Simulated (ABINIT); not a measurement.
# TlH3 (Pm-3m): from the cell to the phonon bands, part 3 of 5

How does TlH3 (Pm-3m) vibrate, and is this structure a minimum?

ABINIT 10.8.3; DFT PBEsol, scalar-relativistic, plane waves, PseudoDojo norm-conserving pseudopotentials.

So far. Step 5 (Relaxing the cell and atoms): The volume changes by +0.8 % in this run and stands -31.7 % from the first cell. Step 7 (Linear response at Γ): The acoustic modes at Γ come out as far as 2.8 cm⁻¹ from zero, where they should vanish, a small numerical error. The relaxed cell has a = 3.904 Å (conventional setting).

The structure was built from a prototype and need not be the compound's stable phase.

### 8. Zone-centre analysis

anaddb reads the merged derivatives and imposes the acoustic sum rule.

anaddb.abi

```
ddb_filepath "gamma_DDB"
output_file "anaddb.abo"
outdata_prefix "anaddb"
asr 1
chneut 1
enunit 2
eivec 1
nph1l 1
qph1l 0.0 0.0 0.0 1.0
```

mrgddb.in

```
gamma_DDB
merged
2
dfpt_gammao_DDB
gso_DDB
```

The run is started by

```console
$ mrgddb < mrgddb.in > mrgddb.log
$ OMP_NUM_THREADS=1 anaddb anaddb.abi > anaddb.log
```

Numbers of over 12 decimals in the logs are rounded to 6 here.

anaddb.abo, the main output file:

```text
-outvars_anaddb: echo values of input variables ----------------------

 Miscellaneous information :
      enunit         2
       eivec         1
         asr         1
 First list of wavevector (reduced coord.) :
       nph1l         1
       qph1l
                     0.00000000E+00  0.00000000E+00  0.00000000E+00    1.000E+00

================================================================================

 read the DDB information and perform some checks

  ==== Info on the Cryst% object ====
 Real(R)+Recip(G) space primitive vectors, cartesian coordinates (Bohr,Bohr^-1):
 R(1)=  7.3779908  0.0000000  0.0000000  G(1)=  0.1355383  0.0000000  0.0000000
 R(2)=  0.0000000  7.3779908  0.0000000  G(2)=  0.0000000  0.1355383  0.0000000
 R(3)=  0.0000000  0.0000000  7.3779908  G(3)=  0.0000000  0.0000000  0.1355383
 Unit cell volume ucvol=  4.0161906E+02 bohr^3
 Angles (23,13,12)=  9.00000000E+01  9.00000000E+01  9.00000000E+01 degrees
 Time-reversal symmetry is present
 Reduced atomic positions [iatom, xred, symbol]:
    1)    0.0000000  0.0000000  0.0000000  Tl
    2)    0.5000000  0.0000000  0.0000000   H
    3)    0.0000000  0.5000000  0.0000000   H
    4)    0.0000000  0.0000000  0.5000000   H

 DDB file with 3 blocks has been read.

================================================================================

 Treat the first list of vectors

  Phonon wavevector (reduced coordinates) :  0.00000  0.00000  0.00000
 Phonon energies in Hartree :
   0.000000E+00  0.000000E+00  0.000000E+00  1.842962E-03  1.842962E-03
   1.842962E-03  1.956297E-03  1.956297E-03  1.956297E-03  6.499556E-03
   6.499556E-03  6.499556E-03
 Phonon energies in meV     :
-  0.000000E+00  0.000000E+00  0.000000E+00  5.014956E+01  5.014956E+01
-  5.014956E+01  5.323355E+01  5.323355E+01  5.323355E+01  1.768619E+02
-  1.768619E+02  1.768619E+02
 Phonon frequencies in cm-1    :
-  0.000000E+00  0.000000E+00  0.000000E+00  4.044835E+02  4.044835E+02
-  4.044835E+02  4.293575E+02  4.293575E+02  4.293575E+02  1.426488E+03
-  1.426488E+03  1.426488E+03
 Phonon frequencies in Thz     :
-  0.000000E+00  0.000000E+00  0.000000E+00  1.212611E+01  1.212611E+01
-  1.212611E+01  1.287181E+01  1.287181E+01  1.287181E+01  4.276503E+01
-  4.276503E+01  4.276503E+01
 Phonon energies in Kelvin  :
-  0.000000E+00  0.000000E+00  0.000000E+00  5.819615E+02  5.819615E+02
-  5.819615E+02  6.177497E+02  6.177497E+02  6.177497E+02  2.052398E+03
-  2.052398E+03  2.052398E+03

 Eigendisplacements
 (will be given, for each mode : in cartesian coordinates
   for each atom the real part of the displacement vector,
   then the imaginary part of the displacement vector - absolute values smaller than 1.0d-7 are set to zero)
  Mode number    1   Energy    0.000000E+00
 Attention : low frequency mode.
   (Could be unstable or acoustic mode)
-  1  0.00000000E+00  0.00000000E+00 -1.62632792E-03
-     0.00000000E+00  0.00000000E+00  0.00000000E+00
-  2  0.00000000E+00  0.00000000E+00 -1.62632787E-03
-     0.00000000E+00  0.00000000E+00  0.00000000E+00
-  3  0.00000000E+00  0.00000000E+00 -1.62632787E-03
-     0.00000000E+00  0.00000000E+00  0.00000000E+00
-  4  0.00000000E+00  0.00000000E+00 -1.62632787E-03
-     0.00000000E+00  0.00000000E+00  0.00000000E+00
  Mode number    2   Energy    0.000000E+00
 Attention : low frequency mode.
   (Could be unstable or acoustic mode)
-  1  0.00000000E+00 -1.62632791E-03  0.00000000E+00
-     0.00000000E+00  0.00000000E+00  0.00000000E+00
-  2  0.00000000E+00 -1.62632785E-03  0.00000000E+00
-     0.00000000E+00  0.00000000E+00  0.00000000E+00
-  3  0.00000000E+00 -1.62632786E-03  0.00000000E+00
-     0.00000000E+00  0.00000000E+00  0.00000000E+00
-  4  0.00000000E+00 -1.62632785E-03  0.00000000E+00
-     0.00000000E+00  0.00000000E+00  0.00000000E+00
  Mode number    3   Energy    0.000000E+00
 Attention : low frequency mode.
   (Could be unstable or acoustic mode)
-  1  1.62632791E-03  0.00000000E+00  0.00000000E+00
-     0.00000000E+00  0.00000000E+00  0.00000000E+00
-  2  1.62632786E-03  0.00000000E+00  0.00000000E+00
-     0.00000000E+00  0.00000000E+00  0.00000000E+00
-  3  1.62632785E-03  0.00000000E+00  0.00000000E+00
-     0.00000000E+00  0.00000000E+00  0.00000000E+00
-  4  1.62632785E-03  0.00000000E+00  0.00000000E+00
-     0.00000000E+00  0.00000000E+00  0.00000000E+00
  Mode number    4   Energy    1.842962E-03
-  1  0.00000000E+00  0.00000000E+00  1.83583843E-04
-     0.00000000E+00  0.00000000E+00  0.00000000E+00
-  2  0.00000000E+00  0.00000000E+00 -1.59559771E-02
-     0.00000000E+00  0.00000000E+00  0.00000000E+00
-  3  0.00000000E+00  0.00000000E+00 -1.59559771E-02
-     0.00000000E+00  0.00000000E+00  0.00000000E+00
-  4  0.00000000E+00  0.00000000E+00 -5.31394514E-03
-     0.00000000E+00  0.00000000E+00  0.00000000E+00
  Mode number    5   Energy    1.842962E-03
-  1  0.00000000E+00  1.83583843E-04  0.00000000E+00
-     0.00000000E+00  0.00000000E+00  0.00000000E+00
-  2  0.00000000E+00 -1.59559771E-02  0.00000000E+00
-     0.00000000E+00  0.00000000E+00  0.00000000E+00
-  3 -2.77428317E-07 -5.31394514E-03  0.00000000E+00
-     0.00000000E+00  0.00000000E+00  0.00000000E+00
-  4 -2.77428317E-07 -1.59559771E-02  0.00000000E+00
-     0.00000000E+00  0.00000000E+00  0.00000000E+00
  Mode number    6   Energy    1.842962E-03
-  1  1.83583843E-04  0.00000000E+00  0.00000000E+00
-     0.00000000E+00  0.00000000E+00  0.00000000E+00
-  2 -5.31394514E-03  2.77428707E-07  0.00000000E+00
-     0.00000000E+00  0.00000000E+00  0.00000000E+00
-  3 -1.59559771E-02  0.00000000E+00  0.00000000E+00
-     0.00000000E+00  0.00000000E+00  0.00000000E+00
-  4 -1.59559771E-02  2.77428707E-07  0.00000000E+00
-     0.00000000E+00  0.00000000E+00  0.00000000E+00
  Mode number    7   Energy    1.956297E-03
-  1  0.00000000E+00  0.00000000E+00  0.00000000E+00
-     0.00000000E+00  0.00000000E+00  0.00000000E+00
-  2  0.00000000E+00  0.00000000E+00 -1.64963405E-02
-     0.00000000E+00  0.00000000E+00  0.00000000E+00
-  3  0.00000000E+00  0.00000000E+00  1.64963405E-02
-     0.00000000E+00  0.00000000E+00  0.00000000E+00
-  4  0.00000000E+00  0.00000000E+00  0.00000000E+00
-     0.00000000E+00  0.00000000E+00  0.00000000E+00
  Mode number    8   Energy    1.956297E-03
-  1  0.00000000E+00  0.00000000E+00  0.00000000E+00
-     0.00000000E+00  0.00000000E+00  0.00000000E+00
-  2  0.00000000E+00  1.64963404E-02  0.00000000E+00
-     0.00000000E+00  0.00000000E+00  0.00000000E+00
-  3  6.31251979E-07  0.00000000E+00  0.00000000E+00
-     0.00000000E+00  0.00000000E+00  0.00000000E+00
-  4 -6.31251979E-07 -1.64963404E-02  0.00000000E+00
-     0.00000000E+00  0.00000000E+00  0.00000000E+00
  Mode number    9   Energy    1.956297E-03
-  1  0.00000000E+00  0.00000000E+00  0.00000000E+00
-     0.00000000E+00  0.00000000E+00  0.00000000E+00
-  2  0.00000000E+00  6.31251999E-07  0.00000000E+00
-     0.00000000E+00  0.00000000E+00  0.00000000E+00
-  3 -1.64963404E-02  0.00000000E+00  0.00000000E+00
-     0.00000000E+00  0.00000000E+00  0.00000000E+00
-  4  1.64963404E-02 -6.31251999E-07  0.00000000E+00
-     0.00000000E+00  0.00000000E+00  0.00000000E+00
  Mode number   10   Energy    6.499556E-03
-  1  0.00000000E+00  0.00000000E+00  7.36783160E-05
-     0.00000000E+00  0.00000000E+00  0.00000000E+00
-  2  0.00000000E+00  0.00000000E+00  3.85889892E-03
-     0.00000000E+00  0.00000000E+00  0.00000000E+00
-  3  0.00000000E+00  0.00000000E+00  3.85889892E-03
-     0.00000000E+00  0.00000000E+00  0.00000000E+00
-  4  0.00000000E+00  0.00000000E+00 -2.26577921E-02
-     0.00000000E+00  0.00000000E+00  0.00000000E+00
  Mode number   11   Energy    6.499556E-03
-  1  0.00000000E+00 -7.36783150E-05  0.00000000E+00
-     0.00000000E+00  0.00000000E+00  0.00000000E+00
-  2 -3.55375640E-06 -3.85889887E-03  0.00000000E+00
-     0.00000000E+00  0.00000000E+00  0.00000000E+00
-  3  6.05248150E-07  2.26577918E-02  0.00000000E+00
-     0.00000000E+00  0.00000000E+00  0.00000000E+00
-  4  6.05248150E-07 -3.85889887E-03  0.00000000E+00
-     0.00000000E+00  0.00000000E+00  0.00000000E+00
  Mode number   12   Energy    6.499556E-03
-  1  7.36783150E-05  0.00000000E+00  0.00000000E+00
-     0.00000000E+00  0.00000000E+00  0.00000000E+00
-  2 -2.26577918E-02  6.05248150E-07  0.00000000E+00
-     0.00000000E+00  0.00000000E+00  0.00000000E+00
-  3  3.85889887E-03 -3.55375640E-06  0.00000000E+00
-     0.00000000E+00  0.00000000E+00  0.00000000E+00
-  4  3.85889887E-03  6.05248150E-07  0.00000000E+00
-     0.00000000E+00  0.00000000E+00  0.00000000E+00

 Analysis of degeneracies and characters (maximum tolerance=1.00E-06 a.u.)
 For each vibration mode, or group of modes if degenerate,
 the characters are given for each symmetry operation (see the list in the log file).
 Symmetry characters of vibration mode #   1
       degenerate with vibration modes #   2 to    3
  3.0 -3.0 -1.0  1.0 -1.0  1.0 -1.0  1.0  1.0 -1.0 -1.0  1.0  1.0 -1.0 -1.0  1.0
 -0.0  0.0 -0.0  0.0  0.0 -0.0  0.0 -0.0  1.0 -1.0 -1.0  1.0 -1.0  1.0  1.0 -1.0
 -0.0  0.0  0.0 -0.0  0.0 -0.0 -0.0  0.0  1.0 -1.0  1.0 -1.0 -1.0  1.0 -1.0  1.0
 Symmetry characters of vibration mode #   4
       degenerate with vibration modes #   5 to    6
  3.0 -3.0 -1.0  1.0 -1.0  1.0 -1.0  1.0  1.0 -1.0 -1.0  1.0  1.0 -1.0 -1.0  1.0
  0.0 -0.0  0.0 -0.0  0.0 -0.0 -0.0  0.0  1.0 -1.0 -1.0  1.0 -1.0  1.0  1.0 -1.0
  0.0 -0.0  0.0 -0.0 -0.0  0.0  0.0 -0.0  1.0 -1.0  1.0 -1.0 -1.0  1.0 -1.0  1.0
 Symmetry characters of vibration mode #   7
       degenerate with vibration modes #   8 to    9
  3.0 -3.0 -1.0  1.0 -1.0  1.0 -1.0  1.0 -1.0  1.0  1.0 -1.0 -1.0  1.0  1.0 -1.0
  0.0 -0.0 -0.0  0.0 -0.0  0.0 -0.0  0.0 -1.0  1.0  1.0 -1.0  1.0 -1.0 -1.0  1.0
  0.0 -0.0 -0.0  0.0 -0.0  0.0 -0.0  0.0 -1.0  1.0 -1.0  1.0  1.0 -1.0  1.0 -1.0
 Symmetry characters of vibration mode #  10
       degenerate with vibration modes #  11 to   12
  3.0 -3.0 -1.0  1.0 -1.0  1.0 -1.0  1.0  1.0 -1.0 -1.0  1.0  1.0 -1.0 -1.0  1.0
 -0.0  0.0 -0.0  0.0  0.0 -0.0  0.0 -0.0  1.0 -1.0 -1.0  1.0 -1.0  1.0  1.0 -1.0
 -0.0  0.0  0.0 -0.0  0.0 -0.0 -0.0  0.0  1.0 -1.0  1.0 -1.0 -1.0  1.0 -1.0  1.0
-
```

Wall time 0.94 s (1 thread of AMD EPYC (Zen 3), shared host).

Numbers from this step:

| Property | Result |
| --- | --- |
| highest optical zone-centre mode (no LO-TO term) | 1426 cm⁻¹ |
| lowest optical zone-centre mode | 404.5 cm⁻¹ |

No LO-TO term; unit eigenvectors of the mass-weighted matrix, from anaddb's displacements. Modes at Γ, with each element's share of the kinetic energy:

```csv
mode,frequency (cm⁻¹),symmetry,Tl %,H %
1,0.0,acoustic,99,1
2,0.0,acoustic,99,1
3,0.0,acoustic,99,1
4,404.5,T1u,1,99
5,404.5,T1u,1,99
6,404.5,T1u,1,99
7,429.4,T2u,0,100
8,429.4,T2u,0,100
9,429.4,T2u,0,100
10,1426.5,T1u,0,100
11,1426.5,T1u,0,100
12,1426.5,T1u,0,100
```

Displacements in mode 4 (404.5 cm⁻¹), the largest set to 1:
```
Tl1  0.00  0.00  0.01
H2   0.00  0.00 -1.00
H3   0.00  0.00 -1.00
H4   0.00  0.00 -0.33
```

Displacements in mode 10 (1426.5 cm⁻¹), the largest set to 1:
```
Tl1  0.00  0.00  0.00
H2   0.00  0.00  0.17
H3   0.00  0.00  0.17
H4   0.00  0.00 -1.00
```

The rule moves no optical mode by more than 0.1 cm⁻¹.

### 9. Ground state

Scaled from the time of the run at Γ, the full q mesh would overrun the time at hand on this k mesh, so the ground state is made again on a coarser one.

gs.abi

```
# ground state
tolvrs 1.0d-16
prtden 1
prtwf 1

# basis, mesh and filling
ecut 32.0
ngkpt 6 6 6
nshiftk 1
shiftk 0.0 0.0 0.0
istwfk *1
occopt 7
tsmear 0.01
nband 14
nstep 100
diemac 1000000.0
prtebands 0
prtgsr 0
useylm 1

# cell and atoms
acell 3*1.0 Angstrom
rprim 
    3.904264567 0.0 0.0
    0.0 3.904264567 0.0
    0.0 0.0 3.904264567
ntypat 2
znucl 81 1
natom 4
typat 1 2 2 2
xred 
    0.0 0.0 0.0
    0.5 0.0 0.0
    0.0 0.5 0.0
    0.0 0.0 0.5
pp_dirpath "./pseudo"
pseudos "Tl.upf, H.upf"
```

The run is started by

```console
$ OMP_NUM_THREADS=1 mpirun -n 2 abinit gs.abi > gs.log
```

gs.abo, the main output file:

```text
[banners, grids, parts of the stress and lines that vanish by symmetry left out]
- input  file    -> gs.abi
- output file    -> gs.abo
- root for input  files -> gsi
[...]
Symmetries : space group Pm -3 m (#221); Bravais cP (primitive cubic)
[...]
mpw =        3499          nfft =       64000          nkpt =          20
[...]
== DATASET  1 ==================================================================
[...]
cutoff_energies: {ecut:  32.0, pawecutdg:  -1.0, }
[...]
ETOT  1  -62.171757290800    -6.217E+01 1.536E-01 4.220E+01
 ETOT  2  -62.336686637976    -1.649E-01 4.403E-03 5.879E+00
 ETOT  3  -62.336890532438    -2.039E-04 6.897E-04 1.838E+00
 ETOT  4  -62.336905911678    -1.538E-05 4.327E-04 2.443E-01
 ETOT  5  -62.336919630081    -1.372E-05 1.428E-04 1.014E-02
[...]
ETOT 12  -62.336921067605    -3.958E-12 4.089E-06 8.649E-15
 ETOT 13  -62.336921067606    -1.521E-12 8.121E-06 5.455E-17
 At SCF step   13       vres2   =  5.45E-17 < tolvrs=  1.00E-16 =>converged.
[...]
sigma(1 1)=  1.13601990E-05  sigma(3 2)=  0.00000000E+00
  sigma(2 2)=  1.13601990E-05  sigma(3 1)=  0.00000000E+00
  sigma(3 3)=  1.13601990E-05  sigma(2 1)=  0.00000000E+00
[...]
convergence: {deltae: -1.521E-12, res2:  5.455E-17, residm:  8.121E-06, diffor: null, }
etotal    :  -6.23369211E+01
[...]
sigma(1 1)=  1.13601990E-05  sigma(3 2)=  0.00000000E+00
  sigma(2 2)=  1.13601990E-05  sigma(3 1)=  0.00000000E+00
  sigma(3 3)=  1.13601990E-05  sigma(2 1)=  0.00000000E+00
[...]
- sigma(1 1)=  3.34228593E-01  sigma(3 2)=  0.00000000E+00
- sigma(2 2)=  3.34228593E-01  sigma(3 1)=  0.00000000E+00
- sigma(3 3)=  3.34228593E-01  sigma(2 1)=  0.00000000E+00
[...]
fcart     -0.0000000000E+00 -0.0000000000E+00 -0.0000000000E+00
           strten      1.1360198966E-05  1.1360198966E-05  1.1360198966E-05
================================================================================

[key lines of the parts left out:]
pressure_GPa:  -3.3423E-01
```

Wall time 46 s (2 MPI ranks); 89 s of CPU time.

Numbers from this step:

* pressure: -0.3342 GPa

[end of part 3 of 5]

[Host names and launcher messages were left out of these logs when they were recorded.]

[Logs are printed without paths, hosts, clocks, repeated set-up lines and the standing remarks that a program may print on its own settings, such as how far it seeks lower states.]

[Hosts, paths, dates, database ids (printed as entryN), source tags and the programs' standing remarks are cut or masked in the printed files.]
